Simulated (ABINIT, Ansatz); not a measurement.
**Na3OBr (Pm-3m): one start, several treatments of the self-energy**

How much does the gap of Na3OBr (Pm-3m) depend on the approximation to the self-energy?

Program: ABINIT 10.8.3. Level of theory: PBEsol and many-body steps on it, plane waves. Results are calculated unless marked as measured.

**1. The structure**

It takes space group Pm-3m (No. 221, cubic). Conventional cell: a = 4.533 Å, b = 4.533 Å, c = 4.533 Å, α = 90.00°, β = 90.00°, γ = 90.00°. Nearest to Na lie 2 O at 2.27 Å and 4 Br at 3.21 Å and 8 Na at 3.21 Å. Br has 12 Na at 3.21 Å nearest. Nearest to O lie 6 Na at 2.27 Å. Farther neighbours and most contacts between anions are not listed.

The cell and positions are those that the Materials Project relaxed with its own functionals (PBE, PBE+U or r2SCAN), kept fixed.

**2. Empty states on the mesh, 2×2×2 mesh, 187 bands**

This step: ABINIT 10.8.3; DFT, PBEsol, plane waves, norm-conserving pseudopotentials.

The sums over transitions need many empty states on a uniform mesh; this step solves for them.

The input, run.abi:

```
acell 3*1.0 Angstrom
rprim 
  4.533130000000 0.000000000000 0.000000000000
  0.000000000000 4.533130000000 0.000000000000
  0.000000000000 0.000000000000 4.533130000000
ntypat 3
znucl 11 35 8
natom 5
typat 1 1 1 2 3
xred 
  0.000000000000 0.500000000000 0.500000000000
  0.500000000000 0.000000000000 0.500000000000
  0.500000000000 0.500000000000 0.000000000000
  0.000000000000 0.000000000000 0.000000000000
  0.500000000000 0.500000000000 0.500000000000
pp_dirpath "pseudos"
pseudos "Na.upf, Br.upf, O.upf"
ecut 38
ngkpt 2 2 2
nshiftk 1
shiftk 0 0 0
kptopt 1
chksymbreak 0
iscf -2
irdden 1
istwfk *1
nband 187
nbdbuf 16
tolwfr 1e-09
nstep 60
prtvol 0
indata_prefix "in"
outdata_prefix "out"
tmpdata_prefix "tmp"
```

Launch:

```console
$ OMP_NUM_THREADS=1 mpirun -n 4 abinit run.abi > log
```

Numbers of over 12 decimals in the logs are rounded to 6 here.

Output:

```text
.Version 10.8.3 of ABINIT. v10.8.2 released Aug 2026.

 Symmetries : space group Pm -3 m (#221); Bravais cP (primitive cubic)
[... echo of the input left out ...]
== DATASET  1 ==================================================================
-   mpi_nproc: 4, omp_nthreads: 1 (-1 if OMP is not activated)

--- !DatasetInfo
iteration_state: {dtset: 1, }
dimensions: {natom: 5, nkpt: 4, mband: 187, nsppol: 1, nspinor: 1, nspden: 1, mpw: 7088, }
cutoff_energies: {ecut:  38.0, pawecutdg:  -1.0, }
[...]
2.72497    2.74790    2.74790    2.74790    2.76920    2.76920    2.76920    2.82376
   2.82376    2.82376    2.85584    2.85584    2.91065    2.91067    2.96552    2.96605
   2.96837    2.99037    3.00798
 prteigrs : prtvol=0 or 1, do not print more k-points.

== END DATASET(S) ==============================================================
================================================================================

 -outvars: echo values of variables after computation  --------
            nband         187
             nkpt           4
          spgroup         221
 [... the other variables as echoed above ...]

 Calculation completed.
```

It took 53 s on 4 MPI ranks of Arm Neoverse V1, shared host; peak memory 0.42 GiB; 3.5 min of CPU time.

Numbers from this step:

* gap: 1.960 eV
* k of the valence top: 0, 0, 0
* k of the conduction bottom: 0, 0, 0
* least direct gap: 1.960 eV
* k points computed: 4
* lowest point of the top converged band, above the valence top: 73.2231 eV

On this mesh the gap is 1.960 eV.

The density comes from a self-consistent run that is not shown.

**3. Screening, 2×2×2 mesh, 81 bands, screening to 114.3 eV**

The RPA dielectric matrix is built and inverted for each q.

This step: RPA screening on PBEsol, plane waves, norm-conserving pseudopotentials.

run.abi, as its differences from that of step 2:

```diff
@@ -23,10 +23,11 @@
 chksymbreak 0
-iscf -2
-irdden 1
 istwfk *1
-nband 187
-nbdbuf 16
-tolwfr 1e-09
-nstep 60
-prtvol 0
+occopt 1
+irdwfk 1
+optdriver 3
+nband 81
+ecuteps 4.2
+inclvkb 2
+awtr 1
+symchi 1
 indata_prefix "in"
```

Output:

```text
.Version 10.8.3 of ABINIT. v10.8.2 released Aug 2026.

 Symmetries : space group Pm -3 m (#221); Bravais cP (primitive cubic)
[... echo of the input left out ...]
== DATASET  1 ==================================================================
-   mpi_nproc: 4, omp_nthreads: 1 (-1 if OMP is not activated)

--- !DatasetInfo
iteration_state: {dtset: 1, }
dimensions: {natom: 5, nkpt: 4, mband: 81, nsppol: 1, nspinor: 1, nspden: 1, mpw: 7088, }
cutoff_energies: {ecut:  38.0, pawecutdg:  -1.0, }
electrons: {nelect:   4.00000000E+01, charge:   0.00000000E+00, occopt:   1.00000000E+00, tsmear:   1.00000000E-02, }

 SCREENING: Calculation of the susceptibility and dielectric matrices

 Based on a program developped by R.W. Godby, V. Olevano, G. Onida, and L. Reining.
 Incorporated in ABINIT by V. Olevano, G.-M. Rignanese, and M. Torrent.
.Using double precision arithmetic ; gwpc =  8

[... cell and pseudopotentials left out ...]
--------------------------------------------------------------------------------

 ==== K-mesh for the wavefunctions ====
 Number of points in the irreducible wedge :     4
[... list of points left out ...]
 Together with 48 symmetry operations and time-reversal symmetry
 yields     8 points in the full Brillouin Zone.

 ==== Q-mesh for the screening function ====
 Number of points in the irreducible wedge :     4
[... list of points left out ...]
 Together with 48 symmetry operations and time-reversal symmetry
 yields     8 points in the full Brillouin Zone.

 setmesh: FFT mesh size selected  =    32x   32x   32
          total number of points  =        32768

 vcoul_init : cutoff-mode = AUXILIARY_FUNCTION
 q-points for optical limit:   1
     1)      0.000010    0.000020    0.000030

- screening: taking advantage of time-reversal symmetry
- Maximum band index for partially occupied states nbvw = 20
- Remaining bands to be divided among processors   nbcw = 61
- Number of bands treated by each node ~15

 Number of electrons calculated from density =   40.0000; Expected =   40.0000
 average of density, n =  0.063631
 r_s =    1.5539
 omega_plasma =   24.3327 [eV]

 calculating chi0 at frequencies [eV] :
  1    0.000000E+00    0.000000E+00
  2    0.000000E+00    2.433268E+01

--------------------------------------------------------------------------------
  q-point number  1        q = ( 0.000000, 0.000000, 0.000000) [r.l.u.]
--------------------------------------------------------------------------------
[... chi0 elements left out ...]
 For q-point:  0.000010 0.000020 0.000030
  dielectric constant =   4.3663
  dielectric constant without local fields =   4.8423

  Average fulfillment of the sum rule on Im[epsilon] for q-point    1 :     35.52  [%]
[... wings left out ...]
  q-point number  2        q = ( 0.500000, 0.000000, 0.000000) [r.l.u.]
--------------------------------------------------------------------------------
[... chi0 elements left out ...]
  Average fulfillment of the sum rule on Im[epsilon] for q-point    2 :     41.52  [%]

 [... 2 further q-points ...]
```

Elapsed: 9.8 s, on 4 MPI ranks; peak memory 0.8 GiB.

Numbers from this step:

```
ε∞ with local fields, on this mesh, along the program's q direction : 4.366
the same without local fields                                       : 4.842
plasma frequency                                                    : 24.33 eV
plane waves in the screening matrix                                 : 251
```

Local fields lower ε∞ by 10 %. On a Γ-centred mesh this coarse the value itself is usually too large, while a short band sum pulls it down.

**4. G0W0, Godby-Needs plasmon pole**

The self-energy is evaluated for the states that the input lists, and the levels follow from it, in one-shot runs by the linearised quasiparticle equation.

This step: G0W0 on PBEsol, plane waves, norm-conserving pseudopotentials.

run.abi, as its differences from that of step 3:

```diff
@@ -26,8 +26,15 @@
 irdwfk 1
-optdriver 3
+optdriver 4
 nband 81
+gwcalctyp 0
+ecutsigx 38
+symsigma 1
+nkptgw 1
+kptgw 
+  0.0000000000 0.0000000000 0.0000000000
+bdgw 
+  18 23
 ecuteps 4.2
-inclvkb 2
-awtr 1
-symchi 1
+irdscr 1
+ppmodel 1
 indata_prefix "in"
```

Output:

```text
.Version 10.8.3 of ABINIT. v10.8.2 released Aug 2026.

 Symmetries : space group Pm -3 m (#221); Bravais cP (primitive cubic)
[... echo of the input left out ...]
== DATASET  1 ==================================================================
-   mpi_nproc: 4, omp_nthreads: 1 (-1 if OMP is not activated)

--- !DatasetInfo
iteration_state: {dtset: 1, }
dimensions: {natom: 5, nkpt: 4, mband: 81, nsppol: 1, nspinor: 1, nspden: 1, mpw: 7088, }
cutoff_energies: {ecut:  38.0, pawecutdg:  -1.0, }
electrons: {nelect:   4.00000000E+01, charge:   0.00000000E+00, occopt:   1.00000000E+00, tsmear:   1.00000000E-02, }

 SIGMA: Calculation of the GW corrections

 Based on a program developped by R.W. Godby, V. Olevano, G. Onida, and L. Reining.
 Incorporated in ABINIT by V. Olevano, G.-M. Rignanese, and M. Torrent.
.Using double precision arithmetic ; gwpc =  8

[... cell and pseudopotentials left out ...]
--------------------------------------------------------------------------------

 ==== K-mesh for the wavefunctions ====
 Number of points in the irreducible wedge :     4
[... list of points left out ...]
 Together with 48 symmetry operations and time-reversal symmetry
 yields     8 points in the full Brillouin Zone.

 ==== Q-mesh for screening function ====
 Number of points in the irreducible wedge :     4
[... list of points left out ...]
 Together with 48 symmetry operations and time-reversal symmetry
 yields     8 points in the full Brillouin Zone.

 vcoul_init : cutoff-mode = AUXILIARY_FUNCTION
 q-points for optical limit:   1
     1)      0.000010    0.000020    0.000030
 setmesh: FFT mesh size selected  =    48x   48x   48
          total number of points  =       110592

 Number of electrons calculated from density =   40.0000; Expected =   40.0000
 average of density, n =  0.063631
 r_s =    1.5539
 omega_plasma =   24.3327 [eV]

 === KS Band Gaps ===
  >>>> For spin  1
   Minimum direct gap =   1.9597 [eV], located at k-point      :   0.0000  0.0000  0.0000
   Fundamental gap    =   1.9597 [eV], Top of valence bands at :   0.0000  0.0000  0.0000
                                       Bottom of conduction at :   0.0000  0.0000  0.0000
 SIGMA fundamental parameters:
 PLASMON POLE MODEL  1
 number of plane-waves for SigmaX                 7075
 number of plane-waves for SigmaC and W            251
 number of plane-waves for wavefunctions          7075
 number of bands                                    81
 number of independent spin polarizations            1
 number of spinorial components                      1
 number of k-points in IBZ                           4
 number of q-points in IBZ                           4
 number of symmetry operations                      48
 number of k-points in BZ                            8
 number of q-points in BZ                            8
 number of frequencies for dSigma/dE                 9
 frequency step for dSigma/dE [eV]                0.25
 number of omega for Sigma on real axis              0
 max omega for Sigma on real axis  [eV]           0.00
 zcut for avoiding poles [eV]                     0.10

 EPSILON^-1 parameters (SCR file):
 dimension of the eps^-1 matrix on file            251
 dimension of the eps^-1 matrix used               251
 number of plane-waves for wavefunctions          7075
 number of bands                                    81
 number of q-points in IBZ                           4
 number of frequencies                               2
 number of real frequencies                          1
 number of imag frequencies                          1

 matrix elements of self-energy operator (all in [eV])

 Perturbative Calculation

--- !SelfEnergy_ee
iteration_state: {dtset: 1, }
kpoint     : [   0.000,    0.000,    0.000, ]
spin       : 1
KS_gap     :    1.960
QP_gap     :    3.260
Delta_QP_KS:    1.300
data: !SigmaeeData |
     Band     E0 <VxcDFT>   SigX SigC(E0)      Z dSigC/dE  Sig(E)    E-E0       E
       18   1.551 -17.848 -23.042   4.605   0.740  -0.351 -18.284  -0.436   1.115
       19   1.551 -17.848 -23.042   4.605   0.740  -0.351 -18.284  -0.436   1.115
       20   1.551 -17.848 -23.042   4.605   0.740  -0.351 -18.284  -0.436   1.115
       21   3.511  -8.394  -4.327  -3.029   0.833  -0.201  -7.530   0.864   4.375
       22   6.438  -7.179  -2.942  -3.235   0.836  -0.196  -6.341   0.838   7.276
       23   6.438  -7.179  -2.942  -3.235   0.836  -0.196  -6.341   0.838   7.276

== END DATASET(S) ==============================================================
================================================================================

 -outvars: echo values of variables after computation  --------
           etotal      0.0000000000E+00
            nband          81
             nkpt           4
          spgroup         221
 [... the other variables as echoed above ...]

 Calculation completed.
```

Run time: 4.9 s. Hardware: 4 MPI ranks; peak memory 0.8 GiB.

This step gave:

```yaml
g0w0_gap_on_the_points_computed: 3.26 eV
starting_gap_on_the_mesh: 1.960 eV
k_of_the_valence_top: 0, 0, 0
k_of_the_conduction_bottom: 0, 0, 0
z_at_the_valence_top: 0.74
z_at_the_conduction_bottom: 0.833
least_direct_g0w0_gap_on_the_computed_points: 3.26 eV
```

The gap on the mesh goes from 1.96 eV to 3.26 eV, a correction of +1.30 eV.

**5. G0W0, Hybertsen-Louie plasmon pole**

run.abi, as its differences from that of step 4:

```diff
@@ -38,3 +38,3 @@
 irdscr 1
-ppmodel 1
+ppmodel 2
 indata_prefix "in"
```

Output:

```text
.Version 10.8.3 of ABINIT. v10.8.2 released Aug 2026.

 Symmetries : space group Pm -3 m (#221); Bravais cP (primitive cubic)
[... echo of the input left out ...]
== DATASET  1 ==================================================================
-   mpi_nproc: 4, omp_nthreads: 1 (-1 if OMP is not activated)

--- !DatasetInfo
iteration_state: {dtset: 1, }
dimensions: {natom: 5, nkpt: 4, mband: 81, nsppol: 1, nspinor: 1, nspden: 1, mpw: 7088, }
cutoff_energies: {ecut:  38.0, pawecutdg:  -1.0, }
electrons: {nelect:   4.00000000E+01, charge:   0.00000000E+00, occopt:   1.00000000E+00, tsmear:   1.00000000E-02, }

 SIGMA: Calculation of the GW corrections

 Based on a program developped by R.W. Godby, V. Olevano, G. Onida, and L. Reining.
 Incorporated in ABINIT by V. Olevano, G.-M. Rignanese, and M. Torrent.
.Using double precision arithmetic ; gwpc =  8

[... cell and pseudopotentials left out ...]
--------------------------------------------------------------------------------

 ==== K-mesh for the wavefunctions ====
 Number of points in the irreducible wedge :     4
[... list of points left out ...]
 Together with 48 symmetry operations and time-reversal symmetry
 yields     8 points in the full Brillouin Zone.

 ==== Q-mesh for screening function ====
 Number of points in the irreducible wedge :     4
[... list of points left out ...]
 Together with 48 symmetry operations and time-reversal symmetry
 yields     8 points in the full Brillouin Zone.

 vcoul_init : cutoff-mode = AUXILIARY_FUNCTION
 q-points for optical limit:   1
     1)      0.000010    0.000020    0.000030
 setmesh: FFT mesh size selected  =    48x   48x   48
          total number of points  =       110592

 Number of electrons calculated from density =   40.0000; Expected =   40.0000
[...]
number of k-points in BZ                            8
 number of q-points in BZ                            8
 number of frequencies for dSigma/dE                 9
 frequency step for dSigma/dE [eV]                0.25
 number of omega for Sigma on real axis              0
 max omega for Sigma on real axis  [eV]           0.00
 zcut for avoiding poles [eV]                     0.10

 EPSILON^-1 parameters (SCR file):
 dimension of the eps^-1 matrix on file            251
 dimension of the eps^-1 matrix used               251
 number of plane-waves for wavefunctions          7075
 number of bands                                    81
 number of q-points in IBZ                           4
 number of frequencies                               2
 number of real frequencies                          1
 number of imag frequencies                          1

 matrix elements of self-energy operator (all in [eV])

 Perturbative Calculation

--- !SelfEnergy_ee
iteration_state: {dtset: 1, }
kpoint     : [   0.000,    0.000,    0.000, ]
spin       : 1
KS_gap     :    1.960
QP_gap     :    3.298
Delta_QP_KS:    1.338
data: !SigmaeeData |
     Band     E0 <VxcDFT>   SigX SigC(E0)      Z dSigC/dE  Sig(E)    E-E0       E
       18   1.551 -17.848 -23.042   4.337   0.822  -0.217 -18.552  -0.705   0.847
       19   1.551 -17.848 -23.042   4.337   0.822  -0.217 -18.552  -0.705   0.847
       20   1.551 -17.848 -23.042   4.337   0.822  -0.217 -18.552  -0.705   0.847
       21   3.511  -8.394  -4.327  -3.358   0.894  -0.119  -7.761   0.634   4.144
       22   6.438  -7.179  -2.942  -3.511   0.900  -0.111  -6.525   0.654   7.092
       23   6.438  -7.179  -2.942  -3.511   0.900  -0.111  -6.525   0.654   7.092

== END DATASET(S) ==============================================================
================================================================================

 -outvars: echo values of variables after computation  --------
           etotal      0.0000000000E+00
            nband          81
             nkpt           4
          spgroup         221
 [... the other variables as echoed above ...]

 Calculation completed.
```

The job ended after 4.8 s (4 MPI ranks; peak memory 0.79 GiB; 19 s of CPU time).

This step gave:

```yaml
g0w0_gap_on_the_points_computed: 3.297 eV
starting_gap_on_the_mesh: 1.960 eV
k_of_the_valence_top: 0, 0, 0
k_of_the_conduction_bottom: 0, 0, 0
z_at_the_valence_top: 0.822
z_at_the_conduction_bottom: 0.894
least_direct_g0w0_gap_on_the_computed_points: 3.297 eV
```

Against G0W0 in ABINIT (2×2×2 mesh, 81 bands, screening to 114.3 eV, Godby-Needs plasmon pole), the gap moves by +0.037 eV.

**6. G0W0, von der Linden-Horsch plasmon pole**

run.abi, as its differences from that of step 5:

```diff
@@ -38,3 +38,3 @@
 irdscr 1
-ppmodel 2
+ppmodel 3
 indata_prefix "in"
```

Output:

```text
.Version 10.8.3 of ABINIT. v10.8.2 released Aug 2026.

 Symmetries : space group Pm -3 m (#221); Bravais cP (primitive cubic)
[... echo of the input left out ...]
== DATASET  1 ==================================================================
-   mpi_nproc: 4, omp_nthreads: 1 (-1 if OMP is not activated)

--- !DatasetInfo
iteration_state: {dtset: 1, }
dimensions: {natom: 5, nkpt: 4, mband: 81, nsppol: 1, nspinor: 1, nspden: 1, mpw: 7088, }
cutoff_energies: {ecut:  38.0, pawecutdg:  -1.0, }
[...]
21   3.511  -8.394  -4.327  -3.282   0.894  -0.119  -7.693   0.701   4.212
       22   6.438  -7.179  -2.942  -3.481   0.897  -0.115  -6.500   0.679   7.117
       23   6.438  -7.179  -2.942  -3.481   0.897  -0.115  -6.500   0.679   7.117

== END DATASET(S) ==============================================================
================================================================================

 -outvars: echo values of variables after computation  --------
           etotal      0.0000000000E+00
            nband          81
             nkpt           4
          spgroup         221
 [... the other variables as echoed above ...]

 Calculation completed.
```

The job ended after 4.2 s (4 MPI ranks; peak memory 0.69 GiB).

Numbers from this step:

```yaml
g0w0_gap_on_the_points_computed: 3.282 eV
starting_gap_on_the_mesh: 1.960 eV
k_of_the_valence_top: 0, 0, 0
k_of_the_conduction_bottom: 0, 0, 0
least_direct_g0w0_gap_on_the_computed_points: 3.282 eV
```

Against G0W0 in ABINIT (2×2×2 mesh, 81 bands, screening to 114.3 eV, Godby-Needs plasmon pole), the gap moves by +0.022 eV.

**7. One-shot Hartree-Fock**

This step: one-shot Hartree-Fock on PBEsol, plane waves, norm-conserving pseudopotentials.

run.abi, as its differences from that of step 6:

```diff
@@ -27,4 +27,4 @@
 optdriver 4
-nband 81
-gwcalctyp 0
+nband 24
+gwcalctyp 5
 ecutsigx 38
@@ -36,5 +36,4 @@
   18 23
-ecuteps 4.2
-irdscr 1
-ppmodel 3
+ixc_sigma 40
+fftgw 31
 indata_prefix "in"
```

Output:

```text
.Version 10.8.3 of ABINIT. v10.8.2 released Aug 2026.

 Symmetries : space group Pm -3 m (#221); Bravais cP (primitive cubic)
[... echo of the input left out ...]
== DATASET  1 ==================================================================
-   mpi_nproc: 4, omp_nthreads: 1 (-1 if OMP is not activated)

--- !DatasetInfo
iteration_state: {dtset: 1, }
dimensions: {natom: 5, nkpt: 4, mband: 24, nsppol: 1, nspinor: 1, nspden: 1, mpw: 7088, }
cutoff_energies: {ecut:  38.0, pawecutdg:  -1.0, }
[...]
21   3.511  -8.394  -4.327   0.000   1.000   0.000  -4.327   4.067   7.578
       22   6.438  -7.179  -2.942   0.000   1.000   0.000  -2.942   4.237  10.676
       23   6.438  -7.179  -2.942   0.000   1.000   0.000  -2.942   4.237  10.676

== END DATASET(S) ==============================================================
================================================================================

 -outvars: echo values of variables after computation  --------
           etotal      0.0000000000E+00
            nband          24
             nkpt           4
          spgroup         221
 [... the other variables as echoed above ...]

 Calculation completed.
```

Wall time 3.2 s (4 MPI ranks); peak memory 0.71 GiB.

Numbers from this step:

```yaml
quasiparticle_gap_on_the_points_computed: 11.22 eV
starting_gap_on_the_mesh: 1.960 eV
k_of_the_valence_top: 0, 0, 0
k_of_the_conduction_bottom: 0, 0, 0
least_direct_quasiparticle_gap_on_the_computed_points: 11.22 eV
```

Against G0W0 in ABINIT (2×2×2 mesh, 81 bands, screening to 114.3 eV, Godby-Needs plasmon pole), the gap moves by +7.962 eV.

(Part 1 of 2 ends here.)

[Paths, hosts, dates, memory and timing lines, banners, echoed tables and standing remarks are left out of the program output.]

[Logs are printed without paths, hosts, clocks, repeated set-up lines and the standing remarks that a program may print on its own settings, such as how far it seeks lower states.]

[Runs of the session that timed out or met a known fault of the program may be left out.]

[Hosts, paths, dates, database ids (printed as entryN), source tags and the programs' standing remarks are cut or masked in the printed files.]

[G0W0 gaps are taken among the corrected bands and points alone; a level outside them can change the order at an edge.]

[Where Ansatz stands beside ABINIT at settings called matched, ABINIT's density can come from a denser mesh and the files from another edition; pairs whose starting gaps differed by over 0.03 eV were left out, so agreement reads better than it is.]
